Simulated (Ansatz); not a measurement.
**Dielectric function and optical constants of TiO2**

What colour and refractive index does TiO2 have at this level of theory?

Program: Ansatz 0.2.0. Level of theory: DFT, PBE, plane-wave PAW, default files, scalar-relativistic, independent-particle optical response without local fields. Results are calculated unless marked as measured.

**1. The structure**

It takes space group Imma (No. 74, orthorhombic). The conventional cell has a = 5.946 Å, b = 6.575 Å, c = 6.575 Å, α = 90.00°, β = 90.00°, γ = 90.00°. Ti has 6 O at 1.96 to 2.00 Å nearest. Nearest to Ti lie 6 O at 1.94 to 2.00 Å. O has 3 Ti at 1.94 to 2.00 Å nearest. Nearest to O lie 3 Ti at 1.96 to 2.00 Å. Farther neighbours and most contacts between anions are not listed.

**2. Ground state and bands**

The self-consistent density comes first; it also tells whether there is a gap, which decides the occupations and the need for a Drude term.

This step: DFT, PBE, plane-wave PAW, default files, scalar-relativistic, ground state (Ansatz 0.2.0).

input.yaml reads:

```yaml
crystal:
  lattice:
    - [-2.97316, 3.287369, 3.287402]
    - [2.97316, -3.287369, 3.287402]
    - [2.97316, 3.287369, -3.287402]
  atoms:
    - { symbol: Ti, position: [0.0, 0.5, 0.0] }
    - { symbol: Ti, position: [0.0, 0.0, 0.5] }
    - { symbol: Ti, position: [0.495245, 0.245245, 0.25] }
    - { symbol: Ti, position: [0.504755, 0.754755, 0.75] }
    - { symbol: O, position: [0.695081, 0.69523, 0.500149] }
    - { symbol: O, position: [0.695081, 0.194932, 0.999851] }
    - { symbol: O, position: [0.804516, 0.749617, 0.054899] }
    - { symbol: O, position: [0.194718, 0.749617, 0.445101] }
    - { symbol: O, position: [0.805282, 0.250383, 0.554899] }
    - { symbol: O, position: [0.304919, 0.805068, 0.000149] }
    - { symbol: O, position: [0.195484, 0.250383, 0.945101] }
    - { symbol: O, position: [0.304919, 0.30477, 0.499851] }
kpoints:
  mp_grid: { grid: [5, 5, 5] }
  band_path:
    path:
      - [[0.0, 0.0, 0.0], [-0.5, 0.0, 0.0], [-0.5, -0.5, 0.5], [0.0, 0.0, 0.0], [0.45448947, -0.45448947, -0.45448947], [-0.25, -0.25, -0.25], [0.0, -0.5, 0.0], [-0.45448947, -0.54551053, 0.45448947], [-0.5, -0.5, 0.5]]
      - [[-0.5, 0.0, 0.0], [-0.25, -0.25, -0.25]]
    npoints: 6
scf:
  occupations: { method: fermi_dirac, width: 0.05 }
  n_extra_bands: 16
hamiltonian:
  xc: pbe
  pseudopotentials: { kind: paw }
output:
  forces: true
  stress: true
  populations: true
  write_bands: true
```

Run with:

```sh
ansatz run input.yaml --threads 4 --pin off --max-ram 8192MiB --backend cpu --events-out ev --progress --plain --runs-dir out
```

Numbers of over 12 decimals in the logs are rounded to 6 here.

The program printed:

```text
scf.n_extra_bands = 16 over 48 filled bands (N_el = 96.0): the run solves 64 bands
Engine: ansatz 0.2.0, aarch64-unknown-linux-gnu
Pseudopotentials: kind: paw
Pseudopotential: Ti, paw, valence charge 12, recommended cutoff 420 eV (normal), Ti.paw.azcp
Pseudopotential: O, paw, valence charge 6, recommended cutoff 420 eV (normal), O.paw.azcp
Functional definition: PBE
  parameter kappa = 0.804
  parameter beta = 0.066725
  exchange = pbe_x(kappa = kappa, mu = beta*pi^2/3)
  correlation = pbe_c(beta = beta)
Crystal: 12 atoms, lattice volume = 128.523 Å³
Basis set: ecut = 420 eV, 2497 PW (Γ), exchange–correlation on 80×80×80 points (8 copies of the dense FFT grid, shifted against one another)
Bands: 64, of which v1, the nominal top of the filled ones, is band 48 counted from 1 (47 counted from 0)
Symmetry: 8 space group operations
Space group: Imma (ITA 74), of the structure as read, at distance tolerance 5.0e-5 Å
k-points: 27 of 125
Non-local potential: Ti, projectors of the file, l = 0: 3, l = 1: 2, l = 2: 3, l = 3: 1
Non-local potential: O, projectors of the file, l = 0: 2, l = 1: 2, l = 2: 1
PAW form: soft (Blöchl's): semilocal exchange-correlation on the pseudo side does not see the compensation charge
PAW one-centre angular grid: Ti, 590 points (default); XC on 64 Gauss nodes
PAW one-centre angular grid: O, 110 points (default); XC on 64 Gauss nodes
Initial density: superposition of atomic densities (neutral atoms: chi_scale 0, normalization atom), corrected by the library's trained network
Initial wavefunctions: pseudopotential atomic-orbital guess
Functional: x = pbe(κ = 0.804, μ = 0.219515), c = pbe(β = 0.066725)
SCF iter   1: F=—  HF=-14554.603581 eV  |F-HF|=—  |Δ(HF+E_count)|=         —  Δρ=2.27e-3  dr2=4.30e-3  ethr=1.77e-3  ⟨swp⟩=5.4  Hψ=6615  notcnv=0  defer=20
preconditioner: auto → Resta (q_TF=auto, 2.599 Å⁻¹)  ε∞=8.1  [insulator: Δε(μ)=1.815 eV  Ē_g=9.831 eV  σ=0.050 eV  W_gap=1.00  n_scr=42 (ndim 8)  ℏωp=26.2 eV  f_vac=0.025  D(μ)=0.00/eV (n_scr^D=0)  ε∞_Penn≈8.1]
SCF iter   2: F=—  HF=-14554.604970 eV  |F-HF|=—  |Δ(HF+E_count)|=   1.39e-3  Δρ=1.44e-3  dr2=1.53e-3  ethr=4.48e-6  ⟨swp⟩=2.3  Hψ=2775  notcnv=0  defer=26
SCF iter   3: F=—  HF=-14554.605309 eV  |F-HF|=—  |Δ(HF+E_count)|=   3.39e-4  Δρ=6.90e-4  dr2=2.92e-4  ethr=1.59e-6  ⟨swp⟩=2.0  Hψ=2116  notcnv=0  defer=26
SCF iter   4: F=—  HF=-14554.605689 eV  |F-HF|=—  |Δ(HF+E_count)|=   3.80e-4  Δρ=2.22e-4  dr2=4.23e-5  ethr=3.04e-7  ⟨swp⟩=2.2  Hψ=2338  notcnv=0  defer=26
SCF iter   5: F=—  HF=-14554.605742 eV  |F-HF|=—  |Δ(HF+E_count)|=   5.25e-5  Δρ=4.73e-5  dr2=2.97e-6  ethr=4.40e-8  ⟨swp⟩=2.0  Hψ=2171  notcnv=0  defer=26
SCF iter   6: F=—  HF=-14554.605743 eV  |F-HF|=—  |Δ(HF+E_count)|=   1.15e-6  Δρ=2.24e-5  dr2=7.76e-7  ethr=3.09e-9  ⟨swp⟩=2.0  Hψ=2510  notcnv=0  defer=26
SCF iter   7: F=—  HF=-14554.605743 eV  |F-HF|=—  |Δ(HF+E_count)|=   1.07e-8  Δρ=9.58e-6  dr2=1.20e-7  ethr=8.08e-10  ⟨swp⟩=2.0  Hψ=2186  notcnv=0  defer=26
SCF iter   8: F=-14554.605743 eV  HF=-14554.605743 eV  |F-HF|=7.46e-9  |Δ(HF+E_count)|=   4.34e-8  Δρ=2.95e-6  dr2=1.27e-8  ethr=1.04e-10  ⟨swp⟩=8.4  Hψ=6144  notcnv=0
SCF 1 converged in 8 iterations: F = -14554.605743 eV  dr2 = 1.27e-8
  greatest PAW one-centre occupation: 0.999 electrons in one spin orbital (limit 2), on the Ti atom at site 1 (counted from 0), in its partial waves of l = 0
NSCF: frozen V_eff on 56 k-points
SCF converged after 8 iterations
Free energy (F): -14554.605743 eV
Harris-Foulkes:  -14554.605743 eV  (|F-HF|=7.46e-9)
Internal energy: -14554.605743 eV  (E = F + TS)
E sigma→0 (E₀):  -14554.605743 eV
Fermi energy:    9.579220 eV
--- Per-component energies (eV) ---
  E_band       = -821.019252
  E_kinetic    = 2486.251477
  E_local      = -6274.769379  (includes V_loc(G=0)·N_el)
  E_nonlocal   = 392.437212
  E_hartree    = 2385.189801
  E_xc         = -983.760367
  E_vxc        = -1245.741035  (∫ρ·V_xc dr)
  E_paw        = -5442.622810  (= ΣΔE_a)
  E_vpaw       = -949.593519  (= ΣTr[D̂ρ^β])
  E_aug_tail   = 0.020438  (compensation charges beyond the density's cutoff)
  E_ewald      = -7117.352114
  E_smearing   = -0.000000  (= −TS)
  E_closure    = 0.000000  (closes the sum)
  Σ components = -14554.605743   (vs F -14554.605743, Δ=0.00e0)
--- Forces (eV/Å), atoms counted from 1 ---
  atom   1  Ti    -0.00000000     0.00000000     0.00000000
  atom   2  Ti     0.00000000     0.00000000    -0.00000000
  atom   3  Ti    -0.00000000     0.00000000     0.01484741
  atom   4  Ti     0.00000000     0.00000000    -0.01484741
  atom   5  O      0.02281343     0.00000000    -0.04654631
  atom   6  O     -0.02281343     0.00000000    -0.04654631
  atom   7  O     -0.00000000     0.05737217     0.01833833
  atom   8  O      0.00000000    -0.05737217     0.01833833
  atom   9  O     -0.00000000     0.05737217    -0.01833833
  atom  10  O      0.02281343     0.00000000     0.04654631
  atom  11  O      0.00000000    -0.05737217    -0.01833833
  atom  12  O     -0.02281343     0.00000000     0.04654631
  max |Σ_I F_I| component: 1.39e-17 eV/Å
--- Stress (GPa, compression-positive) ---
       -1.897035       0.000000       0.000000
        0.000000      -1.132214      -0.000000
        0.000000      -0.000000      -1.040690
  P = ⅓ Tr σ = -1.3566 GPa (-13.566 kbar)
--- Band table (eV; the first three rows and the last of 27) ---
  k-point 0: bands = [... 44 lower, 8.0233, 8.2539, 8.2555, 8.6915, 10.5290, 10.8089, 11.0684, 11.1215, ... 12 higher]
  k-point 1: bands = [... 44 lower, 7.9005, 7.9652, 7.9778, 8.5656, 10.7991, 11.0097, 11.0459, 11.1065, ... 12 higher]
  k-point 2: bands = [... 44 lower, 7.4625, 7.5987, 7.9965, 8.2118, 10.9162, 10.9557, 11.1326, 11.4399, ... 12 higher]
  k-point 26: bands = [... 44 lower, 7.2544, 7.2938, 7.5064, 7.5133, 10.7479, 10.7561, 11.1453, 11.2293, ... 12 higher]
--- Löwdin populations: 12 sites ---
  site symbol       q [e]
     0     Ti     10.6204
     1     Ti     10.6204
     2     Ti     10.6211
     3     Ti     10.6211
     4      O      6.6494
     5      O      6.6494
     6      O      6.6500
     7      O      6.6500
     8      O      6.6500
     9      O      6.6494
    10      O      6.6500
    11      O      6.6494
  spilling = 0.003327 (of n_electrons = 96.000000)
```

The job ended after 8.5 s (4 threads of Arm Neoverse V1, shared host; peak memory 0.66 GiB).

Read-outs, printed or worked out from the files:

```
free energy                  : -14554.6057 eV
Fermi energy                 : 9.579 eV
gap by band count            : 1.837 eV
electrons                    : 96
symmetry operations          : 8
pressure                     : -1.357 GPa
gap on the k-mesh            : 1.837 eV
volume                       : 128.5 Å³
gap on the path              : 1.837 eV
least direct gap on the path : 1.837 eV
```

There is a gap, 1.84 eV on the path, so no carriers' term is needed. The cell is left with a pressure of -1.4 GPa and forces up to 0.06 eV/Å, as it stands unrelaxed at this level.

Electronic bands along the path, in eV, zero at the Fermi level; v1 is the highest filled band, c1 the lowest empty one:

| point | v4 | v3 | v2 | v1 | c1 | c2 | c3 | c4 |
| --- | --- | --- | --- | --- | --- | --- | --- | --- |
| Γ | -1.56 | -1.32 | -1.32 | -0.89 | 0.95 | 1.23 | 1.49 | 1.54 |
| halfway | -1.74 | -1.74 | -1.67 | -1.11 | 1.23 | 1.24 | 1.25 | 1.55 |
| X | -1.87 | -1.87 | -1.60 | -1.60 | 0.99 | 1.00 | 1.58 | 1.59 |
| halfway | -2.30 | -2.29 | -1.93 | -1.93 | 1.32 | 1.33 | 1.50 | 1.51 |
| M | -2.14 | -2.14 | -1.94 | -1.93 | 0.98 | 0.99 | 1.58 | 1.59 |
| halfway | -2.01 | -1.98 | -1.98 | -1.27 | 1.01 | 1.17 | 1.58 | 1.63 |
| Γ | -1.56 | -1.32 | -1.32 | -0.89 | 0.95 | 1.23 | 1.49 | 1.54 |
| halfway | -2.19 | -2.11 | -2.11 | -1.21 | 1.29 | 1.56 | 1.78 | 1.82 |
| Z | -2.22 | -2.22 | -1.97 | -1.96 | 1.02 | 1.03 | 1.60 | 1.60 |
| halfway | -2.36 | -1.94 | -1.94 | -1.70 | 1.19 | 1.60 | 1.61 | 1.88 |
| P | -1.71 | -1.71 | -1.69 | -1.69 | 1.62 | 1.62 | 1.62 | 1.62 |
| halfway | -1.97 | -1.97 | -1.58 | -1.55 | 1.42 | 1.44 | 1.82 | 1.83 |
| N | -2.08 | -2.08 | -1.51 | -1.49 | 1.34 | 1.36 | 1.69 | 1.71 |
| halfway | -2.33 | -2.29 | -2.02 | -1.77 | 1.29 | 1.33 | 1.64 | 1.69 |
| Z1 | -2.22 | -2.22 | -1.97 | -1.96 | 1.02 | 1.03 | 1.60 | 1.60 |
| halfway | -2.16 | -2.16 | -1.94 | -1.94 | 0.99 | 1.00 | 1.59 | 1.59 |
| M | -2.14 | -2.14 | -1.94 | -1.93 | 0.98 | 0.99 | 1.58 | 1.59 |
| jump to X | -1.87 | -1.87 | -1.60 | -1.60 | 0.99 | 1.00 | 1.58 | 1.59 |
| halfway | -1.90 | -1.89 | -1.53 | -1.53 | 1.22 | 1.22 | 1.72 | 1.72 |
| P | -1.71 | -1.71 | -1.69 | -1.69 | 1.62 | 1.62 | 1.62 | 1.62 |

(Continued in part 2 of 2.)

[Logs are printed without paths, hosts, clocks, repeated set-up lines and the standing remarks that a program may print on its own settings, such as how far it seeks lower states.]

[Hosts, paths, dates, database ids (printed as entryN), source tags and the programs' standing remarks are cut or masked in the printed files.]
